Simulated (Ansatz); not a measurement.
# NaP3 (built on the sites of a database entry of NaN3): phonons and vibrational spectra, part 2 of 2

Wanted: phonon frequencies of NaP3 (built on the sites of a database entry of NaN3) and what follows from them.

Ansatz 0.2.0; DFT PBEsol, scalar-relativistic, plane waves, PAW.

So far. Step 4 (Tight relaxation): The forces vanish by symmetry and the pressure is -0.008 GPa, within the tolerances set. The cell now holds 15.50 Å³/atom. Step 5 (Linear response at the zone centre): Before it was imposed, the acoustic sum rule was missed by 9.0e-6 eV/Å². Small misses are needed for a sound result but don't prove that mesh and cutoff are converged. The lowest optical mode is imaginary, 146.4i cm⁻¹, so the energy falls along it. The relaxed cell has a = 3.958 Å (conventional setting).

The structure was built from a prototype and need not be the compound's stable phase.

## 6. Phonons on a q mesh

Stability and thermal properties need the whole zone. Linear response on a 4×4×4 q mesh gives force constants as far as a supercell of that size would.

Input file input.yaml:

```yaml
crystal:
  lattice:
    - [3.9575023488, 0.0, 0.0]
    - [0.0, 3.9575023488, 0.0]
    - [0.0, 0.0, 3.9575023488]
  atoms:
    - { symbol: Na, position: [0.0, 0.0, 0.0] }
    - { symbol: P, position: [0.0, 0.5, 0.5] }
    - { symbol: P, position: [0.5, 0.5, 0.0] }
    - { symbol: P, position: [0.5, 0.0, 0.5] }
kpoints:
  mp_grid: { grid: [12, 12, 12] }
hamiltonian:
  xc: pbesol
scf:
  occupations: { method: methfessel_paxton, width: 0.2 }
output:
  eigenvalues: true
phonons:
  method: dfpt
  qmesh: [4, 4, 4]
  temperatures: { t_max: 1000, t_step: 50 }
  qpath:
    path:
      - [[0.0, 0.0, 0.0], [0.0, 0.5, 0.0], [0.5, 0.5, 0.0], [0.0, 0.0, 0.0], [0.5, 0.5, 0.5], [0.0, 0.5, 0.0]]
      - [[0.5, 0.5, 0.5], [0.5, 0.5, 0.0]]
    npoints: 10
```

Run with:

```bash
ansatz run input.yaml --threads 8 --pin off --max-ram 14336MiB --backend cpu --events-out ev --progress --plain --runs-dir out
```

Numbers of over 12 decimals in the logs are rounded to 6 here.

Output:

```text
[...]
Crystal: 4 atoms, lattice volume = 61.982 Å³
Basis set: ecut = 420 eV, 1213 PW (Γ), exchange–correlation on 54×54×54 points (8 copies of the dense FFT grid, shifted against one another)
Bands: 16, of which v1, the nominal top of the filled ones, is band 12 counted from 1 (11 counted from 0)
Symmetry: 48 space group operations
k-points: 84 of 1728
[...]
SCF iter   1: F=—  HF=-3694.673693 eV  |F-HF|=—  |Δ(HF+E_count)|=         —  Δρ=2.66e-3  dr2=2.82e-3  ethr=1.77e-3  ⟨swp⟩=6.2  Hψ=7860  notcnv=0
[...]
SCF iter   9: F=-3694.671874 eV  HF=-3694.671874 eV  |F-HF|=9.09e-13  |Δ(HF+E_count)|=  7.28e-12  S|Δr|=    0.00e0  Δρ=1.90e-8  dr2=2.00e-13  ethr=1.00e-12  ⟨swp⟩=8.2  Hψ=7577  notcnv=0
SCF 1 converged in 9 iterations: F = -3694.671874 eV  dr2 = 2.00e-13
[...]
SCF iter   1: F=—  HF=-3694.671875 eV  |F-HF|=—  |Δ(HF+E_count)|=         —  Δρ=2.26e-7  dr2=1.04e-11  ethr=4.35e-8  ⟨swp⟩=4.5  Hψ=12784  notcnv=0
eigensolver tolerance schedule: the retry pair's looser diagonalisation over-reported the residual by 999437.64 of it (diagonalisation noise at an unbounded share of the residual, at the tolerance the schedule requests for it); recorded, not acted on — ethr = c·dr2/N_el stays at c = 1.0e-1
[...]
SCF iter   2: F=—  HF=-3694.671874 eV  |F-HF|=—  |Δ(HF+E_count)|=   3.35e-7  S|Δr|=    0.00e0  Δρ=1.65e-7  dr2=5.73e-12  ethr=1.00e-12  ⟨swp⟩=4.3  Hψ=6933  notcnv=0
SCF iter   3: F=-3694.671874 eV  HF=-3694.671874 eV  |F-HF|=4.09e-12  |Δ(HF+E_count)|=  1.36e-12  S|Δr|=    0.00e0  Δρ=9.32e-8  dr2=1.88e-12  ethr=1.00e-12  ⟨swp⟩=2.0  Hψ=2266  notcnv=0
SCF 2 converged in 3 iterations: F = -3694.671874 eV  dr2 = 1.88e-12
phonons: the bands overlap, so this run is a metal and interpolates without the dipole-dipole term. If the crystal is really an insulator or semiconductor, its LO-TO splitting is missing
NSCF: frozen V_eff on 84 k-points
[...]
DFPT response loops at q = (0, 0, 0) (fractional): preconditioner auto → Kerker (q_TF=auto, 2.329 Å⁻¹) (partly filled bands, converged f_vac=0.000); β = 1.00, the filter's whole step (`scf.mixing.beta` (0.50) is not read by the response loops under this deck's `scf.mixing.preconditioner`; to damp them name `kerker` or `kerker_dos`, under which they read `scf.mixing.beta`, and type it under 1.00, their step now; both keys bind the ground state too); Broyden in place of MSR1
[...]
SCF converged after 9 iterations
[...]
Free energy (F): -3694.671874 eV
[...]
Internal energy: -3694.667891 eV  (E = F + TS)
E sigma→0 (E₀):  -3694.670879 eV
Entropy (-TS):   -0.003983 eV (-0.996 meV/atom)
Fermi energy:    9.048231 eV
[...]
--- Band table (eV; the first three rows and the last of 84) ---
  k-point 0: bands = [... 8 lower, 4.1253, 4.1253, 9.9796, 9.9796, 9.9796, 10.3044, 12.8823, 12.8823]
  k-point 1: bands = [... 8 lower, 4.1732, 4.4728, 9.7351, 9.8163, 9.8163, 10.4868, 12.5830, 12.5830]
  k-point 2: bands = [... 8 lower, 4.3145, 5.1851, 9.1659, 9.3514, 9.3514, 10.9577, 11.9875, 12.2129]
  k-point 83: bands = [... 8 lower, 3.5805, 3.5805, 3.5805, 10.4903, 13.6439, 13.6439, 13.7850, 13.7850]
--- Phonons (Γ-DFPT): 3 representative perturbations + reference (Σ response iterations 9) ---
  ASR residual: 1.752e-5 → 0.000e0 eV/Å²; symmetrization residual: 7.551e-6 eV/Å²
  ASR residual per site (eV/Å²): 1.75e-5 3.87e-6 3.87e-6 3.87e-6
[...]
--- Phonons (arbitrary-q DFPT): 10 irreducible q on the 4×4×4 mesh ---
  q = [0.0000, 0.0000, 0.0000] (star 1, of the zone-centre solve; hermiticity 2.80e-6, symmetrization 1.42e-12): -146.44 -146.44 -146.44 -0.00 0.00 0.00 141.51 141.51 141.51 301.31 301.31 301.31
  q = [0.0000, 0.0000, 0.2500] (star 6, 7 solved perturbations in 3612 linear systems a pass and spin channel, the states on 588 of 1728 k-point pairs; hermiticity 2.66e-6, symmetrization 6.59e-13): -180.60 -180.60 -153.96 50.30 50.30 119.11 144.95 150.90 150.90 284.25 290.95 290.95
[...]
q = [0.0000, 0.2500, -0.5000] (star 12, 12 solved perturbations on 588 of 1728 k-point pairs; hermiticity 2.94e-6, symmetrization 7.30e-14): -179.11 -157.14 -99.29 -95.69 93.28 113.96 114.73 158.16 201.80 265.32 275.64 291.26
[...]
sum rule: each row above includes the acoustic sum rule's correction from the zone centre's row sums; it moved no ω² by more than (0.46 cm⁻¹)²
  mesh force constants: q→R imaginary residual 2.66e-18; ASR residual 1.752e-5 → 0.000e0 eV/Å²; symmetrization residual 3.997e-15 eV/Å²
  interpolated dispersion: 62 rows × 12 modes
  density of states and harmonic sums: on the 16×16×16 q-mesh, interpolated from the force constants of a 4×4×4 supercell (no non-analytic term)
  largest difference from the sums on the solved wave vectors: F 4.82e-2 eV, S 6.05e-5 and C_V 1.32e-5 eV/K
  zero-point energy: 0.092713 eV/cell   skipped modes (ω ≤ 0): 726, of them read as no rigid motion or as one in doubt: 723 (4.372e0 modes/cell left out, lowest -223.87 cm⁻¹)   left out of the sums: 3.64e-1 of the cell's modes: C_V's classical limit lies that fraction below 3 k_B per atom; for a crystal, a wire or a layer, F and S can be off by more, and a phonons.interpolated_qmesh denser along its periods is the remedy for the sampling
```

The job ended after 6 min (8 threads of Arm Neoverse V2, shared host; peak memory 3.9 GiB; 45 min of CPU time).

This step gave:

| Quantity | Value |
| --- | --- |
| sum-rule residual before enforcement | 1.75e-5 eV/Å² |
| lowest frequency on the path | -223.9 cm⁻¹ |
| highest frequency on the path or at a solved wavevector | 302.4 cm⁻¹ |
| lowest mode on the q mesh (acoustic modes at Γ apart) | -223.9 cm⁻¹ |

Frequencies (cm⁻¹) solved at each irreducible wavevector; negative means imaginary. Frequencies by wavevector, by row:

| q in reciprocal lattice units | star | mode 1 | mode 2 | mode 3 | mode 4 | mode 10 | mode 11 | mode 12 |
| --- | --- | --- | --- | --- | --- | --- | --- | --- |
| 0 0 0 | 1 | -146.4 | -146.4 | -146.4 | 0 | 301.3 | 301.3 | 301.3 |
| 0 0 0.25 | 6 | -180.6 | -180.6 | -154 | 50.3 | 284.2 | 290.9 | 290.9 |
| 0 0 -0.5 | 3 | -163.8 | -163.8 | -99.9 | -37.2 | 248.2 | 276 | 276 |
| 0 0.25 0.25 | 12 | -223.9 | -159.5 | -148.6 | 62.3 | 265.4 | 278.1 | 300.8 |
| 0 0.25 -0.5 | 12 | -179.1 | -157.1 | -99.3 | -95.7 | 265.3 | 275.6 | 291.3 |
| 0 -0.5 -0.5 | 3 | -162.6 | -162.2 | -150.3 | -145.4 | 247.6 | 300.5 | 300.5 |
| 0.25 0.25 0.25 | 8 | -152.5 | -143.1 | -143.1 | -93.9 | 249.5 | 296.5 | 296.5 |
| 0.25 0.25 -0.5 | 12 | -169.9 | -165.9 | -126.3 | -124.2 | 278.3 | 286.8 | 289.8 |
| 0.25 -0.5 -0.5 | 6 | -188.7 | -177.1 | -144.5 | -144.5 | 277.3 | 297.9 | 297.9 |
| -0.5 -0.5 -0.5 | 1 | -216.8 | -216.8 | -216.8 | -193.8 | 294.7 | 294.7 | 294.7 |

Interpolated from a 4×4×4 q mesh. The phonon branches at the labelled points (cm⁻¹):

```csv
point,branch 1,branch 2,branch 3,branch 4,branch 9,branch 10,branch 11,branch 12
Γ,-146,-146,-146,0,142,301,301,301
halfway,-181,-181,-154,50,151,284,291,291
X,-164,-164,-100,-37,192,248,276,276
halfway,-179,-157,-99,-96,202,265,276,291
M,-163,-162,-150,-145,212,248,300,300
halfway,-224,-160,-148,62,179,265,278,301
Γ,-146,-146,-146,0,142,301,301,301
halfway,-152,-143,-143,-94,194,250,296,296
R,-217,-217,-217,-194,212,295,295,295
halfway,-170,-166,-126,-124,204,278,287,290
X,-164,-164,-100,-37,192,248,276,276
jump to R,-217,-217,-217,-194,212,295,295,295
halfway,-189,-177,-144,-144,212,277,298,298
M,-163,-162,-150,-145,212,248,300,300
```

The phonon density of states has structure finer than the step of the table below, so its rows give means over 20 cm⁻¹, whole bins alone (the curve runs from -222 to 302 cm⁻¹). Peaks (cm⁻¹: height): -177.5: 0.0573, -152.5: 0.0486, -122.5: 0.0537, 167.5: 0.0440, 207.5: 0.0643, 262.5: 0.0592, 297.5: 0.138.

Tetrahedra on a 16×16×16 mesh, mean over bins of 5 cm-1. Interpolated from a 4×4×4 q mesh. The phonon density of states by wavenumber; means over each step:

```csv
wavenumber (cm⁻¹),phonon density of states (1/cm⁻¹/cell)
-200,0.0139
-180,0.0442
-160,0.0399
-140,0.0371
-120,0.0400
-100,0.0149
-80,0.00764
-60,0.00639
-40,0.00525
-20,0.00444
0,0.00453
20,0.00642
40,0.0132
60,0.0133
80,0.0135
100,0.0199
120,0.0163
140,0.0317
160,0.0368
180,0.0292
200,0.0400
220,0.00915
240,8.4e-4
260,0.0345
280,0.0538
```

The partial phonon density of states has structure finer than the step of the table below, so its rows give means over 25 cm⁻¹, whole bins alone (the curve runs from -235 to 322 cm⁻¹). Peaks (cm⁻¹: height): Na 293.5: 0.0740; P -175.1: 0.0476, -119.2: 0.0468, 101.2: 0.0223, 143.1: 0.0373, 167.6: 0.0393, 206.1: 0.0519, 297.0: 0.0268.

Phonopy on the run's constants, 15x15x15 mesh, Gaussian sigma 4.0 cm-1. Interpolated from a 4×4×4 q mesh. Table of partial phonon density of states by wavenumber; means over each step; values in 1/cm⁻¹/cell:

| wavenumber (cm⁻¹) | Na | P |
| --- | --- | --- |
| -200 | 7.8e-4 | 0.0141 |
| -175 | 0.00181 | 0.0419 |
| -150 | 0.00175 | 0.0360 |
| -125 | 0.00129 | 0.0411 |
| -100 | 0.00150 | 0.0136 |
| -75 | 0.00120 | 0.00593 |
| -50 | 0.00141 | 0.00613 |
| -25 | 5.6e-4 | 0.00241 |
| 0 | 3.2e-4 | 0.00155 |
| 25 | 0.00151 | 0.00636 |
| 50 | 0.00274 | 0.0113 |
| 75 | 0.00241 | 0.0122 |
| 100 | 0.00213 | 0.0169 |
| 125 | 0.00100 | 0.0183 |
| 150 | 0.00180 | 0.0331 |
| 175 | 0.00243 | 0.0300 |
| 200 | 6.4e-4 | 0.0377 |
| 225 | 1.5e-5 | 0.00437 |
| 250 | 0.0138 | 0.00151 |
| 275 | 0.0396 | 0.00926 |
| 300 | 0.0412 | 0.0146 |

Symmetry leaves 10 wavevectors to solve. The lowest mode among them, the acoustic zeros apart, lies at q = (0, 0.25, 0.25) and is imaginary, 223.9i cm⁻¹, so the energy falls along it.

## 7. What came out

```
space group after relaxation (within 0.01 Å)            : Pm-3m
volume per atom                                         : 15.5 Å³
electronic character                                    : no gap on this mesh
highest optical mode at the zone centre (no LO-TO term) : 301 cm⁻¹
lowest optical zone-centre mode                         : -146 cm⁻¹
lowest mode on the q mesh (acoustic modes at Γ apart)   : -224 cm⁻¹
highest frequency on the path or at a solved wavevector : 302 cm⁻¹
imaginary modes on the 4×4×4 q mesh                     : yes
```

**Reading.** Modes are clearly imaginary (beyond 10i cm⁻¹) at 10 of the 10 irreducible wavevectors, most at q = (0, 0.25, 0.25) (223.9i cm⁻¹), so this structure is not a minimum of the energy. The optical modes at Γ span -146 to 301 cm⁻¹ (negative means imaginary). The highest mode in this list at Γ, 301.3 cm⁻¹, is mostly motion of Na (72 % of the kinetic energy). With no gap, or one that is small against the smearing, the frequencies hang on the k mesh and the smearing, most of all near Kohn anomalies. The starting cell was built on a prototype and not taken from a measurement, so the phase need not exist. These are harmonic frequencies at zero temperature: anharmonic shifts, linewidths and thermal expansion are left out.

[Logs are printed without paths, hosts, clocks, repeated set-up lines and the standing remarks that a program may print on its own settings, such as how far it seeks lower states.]

[Hosts, paths, dates, database ids (printed as entryN), source tags and the programs' standing remarks are cut or masked in the printed files.]
